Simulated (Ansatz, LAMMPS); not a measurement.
# Electronic structure of amorphous polyacrylonitrile (as short chains C14N4H18) at 480 K (108 atoms), part 2 of 2

Wanted: forces, charges and levels of amorphous polyacrylonitrile (as short chains C14N4H18) at 480 K (108 atoms).

Ansatz 0.2.0; Kohn-Sham DFT, PBE+D3(BJ), PAW (set soft_2), plane waves.

The cell: 42 C, 12 N and 54 H. The network of contacts between molecules at the start is that of the classical potential that made the cell. The density was typed from a rule of thumb and may lie off the real one at this temperature. Only the Γ point is sampled, in a cell whose shortest periodic width is 11 Å.

So far. Step 3 (Plane-wave single point): The curve was stored every 0.100 eV, coarse against its broadening of 0.08 eV, so these counts are rough.

## Step 3: Plane-wave single point (continued)

Valence density in the bc plane at fractional x = 0.028, with atoms of C and N and H within 0.2 Å of it. It is the smooth field of the valence electrons, not physical close to the nuclei.

Values in e/Å³, 13 rows by 16 columns, each cell a mean:
```
0.0 0.1 0.6 1.1 0.2 0.0 0.0 0.0 0.0 0.0 0.0 0.1 0.6 1.3 0.5 0.1
0.0 0.0 0.1 0.1 0.0 0.0 0.1 0.1 0.0 0.0 0.0 0.1 0.4 1.4 1.0 0.2
0.0 0.0 0.0 0.0 0.0 0.5 2.1 1.1 0.1 0.0 0.0 0.0 0.2 0.9 1.1 0.4
0.1 0.0 0.0 0.0 0.1 0.6 2.3 1.1 0.1 0.0 0.1 0.1 0.1 0.3 1.1 1.0
0.0 0.0 0.0 0.0 0.0 0.2 0.3 0.2 0.0 0.1 0.5 1.0 0.3 0.1 0.2 0.3
0.0 0.1 0.2 0.3 0.2 0.1 0.0 0.0 0.0 0.0 0.3 0.5 0.3 0.3 0.2 0.1
0.1 0.1 0.3 1.0 1.3 0.6 0.1 0.0 0.0 0.1 0.1 0.2 0.5 1.4 1.0 0.3
0.0 0.0 0.3 1.3 1.4 0.5 0.1 0.0 0.0 0.4 0.7 0.4 0.3 0.5 0.4 0.1
0.0 0.2 0.9 1.7 1.0 0.2 0.2 0.0 0.0 0.1 0.4 0.6 0.5 0.1 0.0 0.0
0.0 0.1 0.5 1.0 1.4 1.3 1.0 0.1 0.0 0.0 0.1 0.3 0.3 0.0 0.0 0.0
0.0 0.0 0.1 0.3 1.3 1.3 0.4 0.0 0.0 0.0 0.0 0.0 0.0 0.0 0.0 0.0
0.1 0.7 0.6 0.4 0.6 0.5 0.1 0.0 0.0 0.0 0.0 0.1 0.1 0.1 0.0 0.0
0.1 0.7 1.2 0.8 0.3 0.2 0.1 0.0 0.0 0.0 0.0 0.1 0.5 0.6 0.2 0.0
```
Columns run along b (10.7 Å), rows up along c (10.7 Å). Atoms in or near the plane, at fractional coordinates: C at (0.31, 0.22), C at (0.21, 0.32), C at (0.25, 0.45), N at (0.41, 0.76), H at (0.20, 0.95), H at (0.09, 0.08), H at (0.39, 0.26), H at (0.62, 0.40), H at (0.94, 0.70).

Electrostatic potential energy in the bc plane at fractional x = 0.028, with atoms of C and N and H within 0.2 Å of it. With pseudopotentials it is smooth inside the atoms' cores, unlike the true potential.

Values in eV, 13 rows by 16 columns, each cell a mean:
```
  4   4  -5 -24   2   5   5   5   5   5   5   3  -8 -22  -4   2
  4   5   4   2   5   5   5   5   5   5   4   3  -4 -35 -19   1
  4   5   5   5   5  -1 -24  -9   5   5   4   3   1 -10 -16  -1
  3   5   5   5   5  -3 -30 -13   5   5   4   3   3  -1 -15 -17
  4   5   4   4   4   3   1   3   5   4  -6 -12   1   3   0  -3
  5   4   0   0   1   3   4   4   4   4   0  -3   0   0   0   4
  5   4  -1 -21 -28  -4   2   4   4   3   3   2  -4 -23 -26   1
  5   4   0 -22 -27  -4   2   3   3  -9 -11  -1   0  -5  -6   3
  4   2 -14 -39 -15   1   1   3   4   2   1  -4  -6   3   4   5
  4   3  -4 -19 -23 -22 -19   1   4   5   5  -1  -5   4   5   5
  4   4   3   0 -24 -26  -1   4   5   5   5   5   5   5   5   5
  2 -16  -4  -1  -6  -3   3   4   5   5   5   5   4   4   5   4
  3  -8 -18  -9   1   2   3   5   5   5   5   4  -3 -10   1   4
```
Columns run along b (10.7 Å; values clipped at the 3rd and 97th percentile), rows up along c (10.7 Å). Atoms in or near the plane, at fractional coordinates: C at (0.31, 0.22), C at (0.21, 0.32), C at (0.25, 0.45), N at (0.41, 0.76), H at (0.20, 0.95), H at (0.09, 0.08), H at (0.39, 0.26), H at (0.62, 0.40), H at (0.94, 0.70).

Mean Löwdin charges: C -0.12, H +0.20, N -0.20 e (they miss 1.3 % of the electrons, so they add up to more than the cell's charge).

## Step 4: Distances and neighbours

These statistics describe the geometry on which the runs were made.

Density 0.988 g/cm³, 11.31 Å³ an atom.

g(r), total and by pair (bins of 0.2 Å):

| r (Å) | total | H-H | H-C | H-N | C-C | C-N | N-N |
| --- | --- | --- | --- | --- | --- | --- | --- |
| 1.00 | 1.78 | 0.00 | 4.58 | 0.00 | 0.00 | 0.00 | 0.00 |
| 1.20 | 2.71 | 0.00 | 5.00 | 0.00 | 0.00 | 8.85 | 0.00 |
| 1.40 | 0.58 | 0.00 | 0.00 | 0.00 | 3.87 | 0.00 | 0.00 |
| 1.60 | 0.99 | 0.62 | 0.00 | 0.00 | 5.56 | 0.00 | 0.00 |
| 1.80 | 0.58 | 2.21 | 0.06 | 0.00 | 0.00 | 0.00 | 0.00 |
| 2.00 | 0.70 | 0.51 | 1.48 | 0.00 | 0.00 | 0.00 | 0.00 |
| 2.20 | 1.56 | 1.29 | 3.19 | 0.00 | 0.00 | 0.00 | 0.00 |
| 2.40 | 0.91 | 1.71 | 0.52 | 0.24 | 1.68 | 0.00 | 0.00 |
| 2.60 | 1.54 | 1.50 | 1.40 | 1.10 | 2.44 | 1.55 | 0.00 |
| 2.80 | 0.89 | 1.07 | 1.15 | 1.40 | 0.07 | 0.13 | 0.00 |
| 3.00 | 0.96 | 1.33 | 0.88 | 1.33 | 0.67 | 0.42 | 0.00 |
| 3.20 | 0.83 | 0.59 | 0.71 | 2.06 | 0.59 | 0.94 | 0.67 |
| 3.40 | 1.17 | 0.79 | 1.04 | 1.81 | 0.53 | 3.00 | 2.88 |
| 3.60 | 0.82 | 0.95 | 0.65 | 0.87 | 0.25 | 1.95 | 2.06 |
| 3.80 | 0.76 | 0.70 | 0.55 | 1.19 | 0.95 | 1.00 | 0.45 |
| 4.00 | 0.85 | 1.02 | 0.93 | 0.65 | 0.65 | 0.66 | 0.42 |
| 4.20 | 0.88 | 0.79 | 0.95 | 0.76 | 0.79 | 1.10 | 1.17 |
| 4.40 | 0.92 | 0.70 | 0.81 | 1.74 | 1.00 | 0.90 | 0.69 |
| 4.60 | 0.88 | 0.93 | 0.80 | 0.67 | 0.94 | 1.28 | 1.30 |
| 4.80 | 0.91 | 0.72 | 0.96 | 1.07 | 0.86 | 1.12 | 0.59 |
| 5.00 | 1.02 | 1.09 | 0.91 | 1.19 | 0.90 | 1.31 | 0.81 |
| 5.20 | 0.98 | 0.92 | 1.10 | 1.05 | 0.86 | 0.71 | 1.26 |

Bonds by pair of elements; cutoffs follow the first minimum of g(r), held within bounds set by covalent radii, and pairs that aren't listed don't count as bonded:

| pair A-B | cutoff (Å) | bonds | mean length (Å) | spread (Å) | shortest (Å) | B about A | A about B |
| --- | --- | --- | --- | --- | --- | --- | --- |
| H-C | 1.34 | 54 | 1.1 | 0.038 | 1.02 | 1 | 1.29 |
| C-C | 1.85 | 39 | 1.51 | 0.044 | 1.41 | 1.86 | 1.86 |
| C-N | 1.62 | 12 | 1.15 | 0.02 | 1.13 | 0.286 | 1 |

How many atoms have how many bonded neighbours:

| element | mean | 1 | 2 | 4 |
| --- | --- | --- | --- | --- |
| C | 3.43 | 0 | 12 | 30 |
| H | 1 | 54 | 0 | 0 |
| N | 1 | 12 | 0 | 0 |

Bond angles, per cent of each kind in bins of 5°:

| angle (°) | C-C-H | C-C-C | H-C-H | C-C-N |
| --- | --- | --- | --- | --- |
| 90–95 | 0.0 | 0.0 | 3.3 | 0.0 |
| 95–100 | 3.9 | 0.0 | 3.3 | 0.0 |
| 100–105 | 21.6 | 4.2 | 33.3 | 0.0 |
| 105–110 | 36.3 | 27.1 | 36.7 | 0.0 |
| 110–115 | 27.5 | 47.9 | 10.0 | 0.0 |
| 115–120 | 9.8 | 12.5 | 10.0 | 0.0 |
| 120–125 | 1.0 | 8.3 | 3.3 | 0.0 |
| 125–130 | 0.0 | 0.0 | 0.0 | 0.0 |
| 130–135 | 0.0 | 0.0 | 0.0 | 0.0 |
| 135–140 | 0.0 | 0.0 | 0.0 | 0.0 |
| 140–145 | 0.0 | 0.0 | 0.0 | 0.0 |
| 145–150 | 0.0 | 0.0 | 0.0 | 0.0 |
| 150–155 | 0.0 | 0.0 | 0.0 | 0.0 |
| 155–160 | 0.0 | 0.0 | 0.0 | 0.0 |
| 160–165 | 0.0 | 0.0 | 0.0 | 16.7 |
| 165–170 | 0.0 | 0.0 | 0.0 | 8.3 |
| 170–175 | 0.0 | 0.0 | 0.0 | 33.3 |
| 175–180 | 0.0 | 0.0 | 0.0 | 41.7 |

Bond angles (no mean is given where the spread exceeds 20°):

| angle | count | mean (°) | spread (°) |
| --- | --- | --- | --- |
| C-C-H | 102 | 109 | 5.1 |
| C-C-C | 48 | 112 | 4.4 |
| H-C-H | 30 | 107 | 6.5 |
| C-C-N | 12 | 172 | 5 |

Bond length by coordination (bonds to H left out):

| element | coordination | atoms | mean bond length (Å) |
| --- | --- | --- | --- |
| C | 2 | 12 | 1.32 |
| C | 4 | 30 | 1.52 |

With the cutoffs above, 71 % of C atoms have 4, all H atoms have 1 and all N atoms have 1 bonded neighbour. The C-C-H angle averages 109° with a spread of 5°.

Local excerpt of 9 atoms (numbers count through the whole input) about C40, which bears the longest force; x, y, z are measured from there.

| atom | x | y | z | distance (Å) | bonds | Löwdin charge (e) | Fx | Fy | Fz (eV/Å) |
| --- | --- | --- | --- | --- | --- | --- | --- | --- | --- |
| C40 | 0.00 | 0.00 | 0.00 | 0.00 | 2 | 0.19 | 4.45 | -2.52 | 0.27 |
| N41 | -0.77 | 0.81 | 0.18 | 1.13 | 1 | -0.20 | -3.01 | 2.27 | 0.08 |
| C39 | 1.25 | -0.87 | 0.09 | 1.52 | 4 | -0.11 | -1.15 | 1.07 | -0.89 |
| H60 | 2.17 | -0.22 | 0.04 | 2.18 | 1 | 0.21 | -0.92 | -0.13 | -0.11 |
| H59 | 0.63 | -1.30 | -1.91 | 2.40 | 1 | 0.18 | 1.17 | -1.13 | 0.61 |
| C38 | 1.25 | -1.86 | -1.11 | 2.50 | 4 | -0.23 | -1.84 | 1.35 | -0.24 |
| C42 | 1.26 | -1.63 | 1.42 | 2.50 | 4 | -0.26 | -2.12 | 1.50 | -0.36 |
| H64 | 0.42 | 0.74 | 2.36 | 2.51 | 1 | 0.22 | -0.96 | 0.83 | -1.50 |
| H62 | 0.18 | -2.00 | 1.58 | 2.56 | 1 | 0.16 | 1.55 | 0.55 | 0.42 |

The column of bonds counts only the pairs H-C within 1.34 Å, C-C within 1.85 Å, C-N within 1.62 Å; other neighbours, such as metal atoms beside each other in a compound, aren't counted, and periodic images can show an atom twice.

## Step 5: Outcome

```
free energy per atom                             : -148.1903 eV/atom
pressure                                         : 1.674 GPa
r.m.s. force component                           : 1.237 eV/Å
gap (highest filled to lowest empty level) : 5.717 eV
wall time of the 1 DFT run                       : 6.2 s
```

The highest filled and lowest empty levels differ by 5.72 eV (at Γ alone); a semilocal functional tends to put such gaps too low. In a disordered cell it changes from sample to sample, and tail or defect levels can set it. With the cutoffs above, 71 % of C atoms have 4, all H atoms have 1 and all N atoms have 1 bonded neighbour.

**Limits.** The force components of 1.2 eV/Å r.m.s. hold both thermal displacement and the mismatch between the potential that made the cell and DFT, above all in bond lengths inside molecules. The pressure of 1.7 GPa is that of one thermal frame, in which the classical model's bond lengths enter as well as the volume, without the kinetic term and with the strain of bonds inside molecules.

[Logs are printed without paths, hosts, clocks, repeated set-up lines and the standing remarks that a program may print on its own settings, such as how far it seeks lower states.]

[Hosts, paths, dates, database ids (printed as entryN), source tags and the programs' standing remarks are cut or masked in the printed files.]
